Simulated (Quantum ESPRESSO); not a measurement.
# Voltage at the next charge: Zr2NOS MXene, 1 layer against an electrode

Method. Quantum ESPRESSO 7.5, PBE, GBRV ultrasoft; ESM with bc3, a metal electrode 5.22 Å above the top atoms; cell area 9.653 Å²; ions fixed. V is the potential energy of an electron at the electrode over the slab's Fermi level, divided by e, so that it equals the work function at zero charge; positive charge removes electrons.

| charge (e a cell) | V (V) |
| --- | --- |
| 0 | 4.515 |
| 0.0134 | 5.701 |
| 0.0269 | 6.901 |

**Question.** What is V at a charge of 0.0538 e, and what capacitance do the rows imply?

By hand: The last two rows give dV/dq = (6.901 − 5.701)/(0.0269 − 0.0134) = 88.9 V/e, so C = 1602/(9.653 × 88.9) = 1.87 µF/cm², an effective gap of 8.854/1.87 = 4.74 Å. At constant C, V = 6.901 + 88.9 × 0.0269 = 9.29 V.

**The withheld run.** V = 9.305 V; the estimate misses by −0.01 V, 0.6 % of the step. Over the three intervals C goes 1.88, 1.87 and 1.86 µF/cm².

**Limits.** Vacuum fills the gap; a dielectric or electrolyte would change C. The slab is thin.
